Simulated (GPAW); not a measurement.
## F K-edge XANES of KCrF3 (I4/mcm)

What does one-electron theory with a core hole give for the F K edge of KCrF3 (I4/mcm)?

Program: GPAW 26.7.0. Level of theory: X-ray absorption from dipole matrix elements to empty bands, plane-wave PAW LDA+U. Results are calculated unless marked as measured.

### 1. Set-up

The structure is tetragonal, space group I4/mcm (No. 140). The conventional cell has a = 6.052 Å, b = 6.052 Å, c = 8.022 Å, α = 90.00°, β = 90.00°, γ = 90.00°. Nearest to Cr lie 6 F at 1.99 to 2.29 Å. Nearest to K lie 12 F at 2.94 to 3.03 Å. Nearest to F lie 2 Cr at 1.99 to 2.29 Å and 4 K at 2.94 Å. F has 2 Cr at 2.01 Å and 4 K at 3.03 Å nearest. Farther neighbours and most contacts between anions are not listed.

### 2. Ground state of the crystal

A plain self-consistent run shows whether there is a gap and which moments survive; both decide the set-up of the core-hole run.

scf.py reads:

```python
import numpy as np
from ase import Atoms
from ase.parallel import parprint, paropen
from gpaw import GPAW, PW, FermiDirac, Mixer, MixerDif, setup_paths
from gpaw.test import gen
setup_paths.insert(0, '.')
gen('F', name='nch1s', xcname='LDA', corehole=(1, 0, 0), write_xml=True)
from gpaw.mpi import world
world.barrier()

atoms = Atoms('Cr2K2F6',
    cell=[[-3.02615, 3.02615, 4.01098],
     [3.02615, -3.02615, 4.01098],
     [3.02615, 3.02615, -4.01098]],
    scaled_positions=[[0, 0.5, 0.5],
     [0.5, 0, 0.5],
     [0.75, 0.75, 0],
     [0.25, 0.25, 0],
     [0.768, 0.732, 0.5],
     [0.268, 0.768, 0.036],
     [0.232, 0.268, 0.5],
     [0.732, 0.232, 0.964],
     [0.25, 0.75, 0.5],
     [0.75, 0.25, 0.5]],
    magmoms=[3.0, -3.0, 0.0, 0.0, 0.0, 0.0, 0.0, 0.0, 0.0, 0.0],
    pbc=True)
atoms.calc = calc = GPAW(legacy_gpaw=True, mode=PW(500, force_complex_dtype=True), xc='LDA', setups={'Cr': ':d,3.7', 4: 'nch1s'},
    kpts={'size': (3, 3, 3), 'gamma': True}, occupations=FermiDirac(0.05),
    charge=0, mixer=MixerDif(0.05, 8, 50), maxiter=150,
    convergence={'density': 0.0001, 'eigenstates': 1e-6}, txt='scf.txt')
energy = atoms.get_potential_energy() + calc.get_reference_energy()
ef = calc.get_fermi_level()
out = dict(energy=energy, fermi=ef, forces=atoms.get_forces().tolist(), magmoms=atoms.get_magnetic_moments().tolist())
parprint(f'all-electron energy {energy:.4f} eV, Fermi level {ef:.4f} eV')
ev = np.array([[calc.get_eigenvalues(k, s) for k in range(len(calc.get_ibz_k_points()))] for s in range(calc.get_number_of_spins())])
out['homo'], out['lumo'], out['counts'] = ev[ev < ef].max(), ev[ev > ef].min(), sorted(set((ev < ef).sum((0, 2)).tolist()))
out['filled'] = (ev[:, 0] < ef).sum(1).tolist()
import json
with paropen('out.json', 'w') as f:
    json.dump(out, f)
```

Run with:

```sh
> OMP_NUM_THREADS=1 mpirun -n 4 gpaw python scf.py
```

Numbers of over 12 decimals in the logs are rounded to 6 here.

The program printed:

```text
Input parameters:
  convergence: {density: 0.0001,
                eigenstates: 1e-06}
  kpts: {gamma: True,
         size: (3, 3, 3)}
  maxiter: 150
  mixer: {backend: pulay,
          beta: 0.05,
          method: difference,
          nmaxold: 8,
          weight: 50}
  mode: {ecut: 500.0,
         force_complex_dtype: True,
         name: pw}
  occupations: {fixmagmom: False,
                name: fermi-dirac,
                width: 0.05}
  setups: {4: nch1s,
           Cr: :d,3.7}

Initialize ...

[... PAW data sets ...]

Reference energy: -105928.459444  # eV

Spin-polarized calculation.
Initial magnetic moment: 0.000000

[... convergence settings ...]
Symmetries present (total): 2
  [... symmetry matrices ...]

27 k-points: 3 x 3 x 3 Monkhorst-Pack grid
10 k-points in the irreducible part of the Brillouin zone
       k-points in crystal coordinates                weights
   0:     0.00000000    0.00000000    0.00000000          1/27
   1:     0.00000000    0.00000000    0.33333333          2/27
   2:     0.33333333   -0.33333333   -0.33333333          2/27
   3:     0.33333333   -0.33333333    0.00000000          2/27
   4:     0.33333333   -0.33333333    0.33333333          2/27
   5:     0.33333333    0.00000000   -0.33333333          4/27
   6:     0.33333333    0.00000000    0.00000000          4/27
   7:     0.33333333    0.00000000    0.33333333          4/27
   8:     0.33333333    0.33333333   -0.33333333          2/27
   9:     0.33333333    0.33333333    0.33333333          4/27

Wave functions: Plane wave expansion
  Cutoff energy: 500.000 eV
  Number of coefficients (min, max): 3694, 3738
  Pulay-stress correction: 0.000000 eV/Ang^3 (de/decut=0.000000)
  Using FFTW library
  Wavefunction extrapolation:
    Improved wavefunction reuse through dual PAW basis

Occupation numbers: Fermi-Dirac:
  width: 0.0500  # eV

Eigensolver
   Davidson(niter=2)

Densities:
  Coarse grid: 32*32*32 grid
  Fine grid: 64*64*64 grid
  Total Charge: 0.000000

Density mixing:
  Method: difference
  Backend: pulay
  Linear mixing parameter: 0.05
  old densities: 8
  Width of damping distribution: 1.1
  Damping of long wavelength oscillations: 50

[... Hamiltonian set-up ...]
Number of atoms: 10
Number of atomic orbitals: 52
Number of bands in calculation: 48
Number of valence electrons: 72
Bands to converge: occupied

... initialized

Initializing position-dependent things.

Density initialized from atomic densities
Creating initial wave functions:
  48 bands from LCAO basis set

        K

            F
          F
           F
        K     FF
          Cr
             F
               Cr

Atomic positions and initial magnetic moments

Positions:
   0 Cr     3.026150    0.000000    0.000000    ( 0.0000,  0.0000,  3.0000)
   1 Cr     0.000000    3.026150    0.000000    ( 0.0000,  0.0000, -3.0000)
   2 K     -0.000000    0.000000    6.016470    ( 0.0000,  0.0000,  0.0000)
   3 K      0.000000    0.000000    2.005490    ( 0.0000,  0.0000,  0.0000)
   4 F      1.404134    1.622016    4.010980    ( 0.0000,  0.0000,  0.0000)
   5 F      1.622016   -1.404134    4.010980    ( 0.0000,  0.0000,  0.0000)
   6 F      1.622016    1.404134    0.000000    ( 0.0000,  0.0000,  0.0000)
   7 F      1.404134    4.430284   -0.000000    ( 0.0000,  0.0000,  0.0000)
   8 F      3.026150    0.000000    2.005490    ( 0.0000,  0.0000,  0.0000)
   9 F     -0.000000    3.026150    2.005490    ( 0.0000,  0.0000,  0.0000)

Unit cell:
           periodic     x           y           z      points  spacing
  1. axis:    yes   -3.026150    3.026150    4.010980    32     0.1510
  2. axis:    yes    3.026150   -3.026150    4.010980    32     0.1510
  3. axis:    yes    3.026150    3.026150   -4.010980    32     0.1337

  Lengths:   5.865418   5.865418   5.865418
  Angles:  117.880613 117.880613  93.711839

Effective grid spacing dv^(1/3) = 0.1649

[...]
iter:  11   -61.218466c  -3.43  -2.51    +0.0000
iter:  12   -61.208268c  -2.95  -2.59    +0.0000
iter:  13   -61.208524c  -3.62  -3.24    +0.0000
iter:  14   -61.209178c  -3.85  -3.51    +0.0000
iter:  15   -61.209278c  -4.13  -3.43    +0.0000
iter:  16   -61.209373c  -4.33  -3.86    +0.0000
iter:  17   -61.209442c  -4.54  -3.88    +0.0000
iter:  18   -61.209444c  -4.80  -3.84    +0.0000
iter:  19   -61.209468c  -5.05  -4.53c   +0.0000
iter:  20   -61.209484c  -5.26  -4.36c   +0.0000
iter:  21   -61.209495c  -5.44  -4.32c   +0.0000
iter:  22   -61.209500c  -5.58  -4.28c   -0.0000
iter:  23   -61.209508c  -5.64  -4.27c   -0.0000
iter:  24   -61.209511c  -5.73  -4.21c   -0.0000
iter:  25   -61.209508c  -5.92  -4.20c   -0.0000
iter:  26   -61.209511c  -6.09c -4.37c   -0.0000

Converged after 26 iterations.

Dipole moment: (0.000000, -0.000000, 0.000000) |e|*Ang

Total magnetic moment: (0.000000, 0.000000, -0.000000)
Local magnetic moments:
   0 Cr ( 0.000000,  0.000000,  3.566453)
   1 Cr ( 0.000000,  0.000000, -3.566453)
   2 K  ( 0.000000,  0.000000,  0.000000)
   3 K  ( 0.000000,  0.000000,  0.000000)
   4 F  ( 0.000000,  0.000000, -0.012364)
   5 F  ( 0.000000,  0.000000,  0.012364)
   6 F  ( 0.000000,  0.000000, -0.012364)
   7 F  ( 0.000000,  0.000000,  0.012364)
   8 F  ( 0.000000,  0.000000, -0.000000)
   9 F  ( 0.000000,  0.000000, -0.000000)

Energy contributions relative to reference atoms: (reference = -105928.459444)

Kinetic:        +54.865617
Potential:      -55.951121
External:        +0.000000
XC:             -60.313571
Entropy (-ST):   -0.000000
Local:           +0.189563
SIC:             +0.000000
--------------------------
Free energy:    -61.209511
Extrapolated:   -61.209511

Spin contamination: 3.969202 electrons
Showing only first 2 kpts
                      Up                     Down
 Kpt  Band  Eigenvalues  Occupancy  Eigenvalues  Occupancy
  0    34      1.89607    1.00000      1.89607    1.00000
  0    35      2.82893    1.00000      2.82893    1.00000
  0    36      5.95546    0.00000      5.95546    0.00000
  0    37      7.12858    0.00000      7.12859    0.00000

  1    34      2.00506    1.00000      2.00358    1.00000
  1    35      2.82388    1.00000      2.81319    1.00000
  1    36      7.13242    0.00000      6.90708    0.00000
  1    37      7.28368    0.00000      7.64504    0.00000

Fermi level: 4.89314

Gap: 3.020 eV
Transition (v -> c):
  (s=0, k=5, n=35, [0.33, 0.00, -0.33]) -> (s=1, k=0, n=36, [0.00, 0.00, 0.00])
Direct/indirect transitions are different
Direct gap: 3.127 eV
Transition at: (s=0->1, k=0, n=35, [0.00, 0.00, 0.00])

Forces in eV/Ang:
  0 Cr   -0.00000    0.00000    0.00000
  1 Cr    0.00000   -0.00000    0.00000
  2 K    -0.00000   -0.00000    0.00000
  3 K    -0.00000   -0.00000   -0.00000
  4 F     0.01535   -0.01535    0.00000
  5 F    -0.01536   -0.01536    0.00000
  6 F    -0.01535    0.01535    0.00000
  7 F     0.01536    0.01536    0.00000
  8 F     0.00000    0.00000   -0.00002
  9 F     0.00000    0.00000    0.00002
Scalar-relativistic atomic LDA calculation for F (Fluorine, Z=9)
Core hole in 1s state (1s occupation: 2.0)
300 radial gridpoints.
|------------------------------------------------|
|------------------------------------------------|
[... the atom generator's iteration count ...]

Energy contributions:
-------------------------
Kinetic:      +98.924702
XC:            -9.628727
Potential:   -188.480882
-------------------------
Total:        -99.184907

state      eigenvalue         ekin         rmax
-----------------------------------------------
1s^2.0 :   -24.213779    36.855229        0.115
2s^2.0 :    -1.089490     4.159703        0.767
2p^5.0 :    -0.415007     3.378968        0.703
-----------------------------------------------
(units: Bohr and Hartree)

Generating PAW setup
Kinetic energy of the core from tauc = 73.784289
Cutoffs:
rc(s)=1.200
rc(p)=1.200
rc(d)=1.200
rc(vbar)=1.080
rc(comp)=1.200
rc(nct)=1.200

Kinetic energy of the core states: 73.710458
Charge: 0.0
Core electrons: 2.0
Valence electrons: 7.0
Pseudo-core charge: 0.000387
Shape function alpha=6.944
Pseudo-electron charge 6.013308
state    eigenvalue         norm
--------------------------------
2s(2) :    -1.089490     1.062936
*s    :    -0.089490
2p(5) :    -0.415007     0.777410
*p    :     0.584993
*d    :     0.000000
--------------------------------

Diagonalizing with gridspacing h=0.050

state   all-electron     PAW
-------------------------------
2s:      -1.089490    -1.091166
2p:      -0.415007    -0.417133
*d:                    0.051257
*f:                    0.077758
-------------------------------
all-electron energy -105989.6690 eV, Fermi level 4.8931 eV
```

The job ended after 34 s (4 MPI ranks of Intel Xeon Platinum 8488C (Sapphire Rapids), shared host; peak memory 0.26 GiB; 2.3 min of CPU time).

The mesh shows a gap of 3.02 eV, so the hole is first treated in a charged cell, without the excited electron.

Site moments (μB): 3.57, -3.57, 0.00, 0.00, -0.01, 0.01, -0.01, 0.01, 0.00, 0.00.

### 3. Reference energy of the cell

The photon energy needs a difference of total energies, so the cell and mesh of the coming hole run are first run without a hole.

Edit scf.py of step 2 so:

```diff
@@ -27,3 +27,3 @@
 atoms.calc = calc = GPAW(legacy_gpaw=True, mode=PW(500, force_complex_dtype=True), xc='LDA', setups={'Cr': ':d,3.7', 4: 'nch1s'},
-    kpts={'size': (3, 3, 3), 'gamma': True}, occupations=FermiDirac(0.05),
+    kpts={'size': (3, 3, 3), 'gamma': True}, occupations=FermiDirac(0.02),
     charge=0, mixer=MixerDif(0.05, 8, 50), maxiter=150,
```

The program printed:

```text
Input parameters:
  convergence: {density: 0.0001,
                eigenstates: 1e-06}
  kpts: {gamma: True,
         size: (3, 3, 3)}
  maxiter: 150
  mixer: {backend: pulay,
          beta: 0.05,
          method: difference,
          nmaxold: 8,
          weight: 50}
  mode: {ecut: 500.0,
         force_complex_dtype: True,
         name: pw}
  occupations: {fixmagmom: False,
                name: fermi-dirac,
[...]
2s(2) :    -1.089490     1.062936
*s    :    -0.089490
2p(5) :    -0.415007     0.777410
*p    :     0.584993
*d    :     0.000000
--------------------------------

Diagonalizing with gridspacing h=0.050

state   all-electron     PAW
-------------------------------
2s:      -1.089490    -1.091166
2p:      -0.415007    -0.417133
*d:                    0.051257
*f:                    0.077758
-------------------------------
all-electron energy -105989.6690 eV, Fermi level 4.5766 eV
[key lines of the parts left out:]
Converged after 25 iterations.
Dipole moment: (-0.000000, 0.000000, 0.000000) |e|*Ang
Free energy:    -61.209513
Fermi level: 4.57658
```

The job ended after 36 s (4 MPI ranks; peak memory 0.26 GiB).

Reference energy: -105989.669 eV with the cores included.

(Continued in part 2 of 3.)

[Banner, clock and machine lines of the logs are left out without a mark of their own.]

[Logs are printed without paths, hosts, clocks, repeated set-up lines and the standing remarks that a program may print on its own settings, such as how far it seeks lower states.]

[Hosts, paths, dates, database ids (printed as entryN), source tags and the programs' standing remarks are cut or masked in the printed files.]

[Lists of maxima count a maximum above −3 eV only where it reaches 4 % of the highest in the window and stands out from its surroundings by 2 % of it (1.5 % where it reaches 55 %); shoulders and weaker maxima are passed over, and of the rest the first, up to two pre-edge ones and the few strongest are named.]
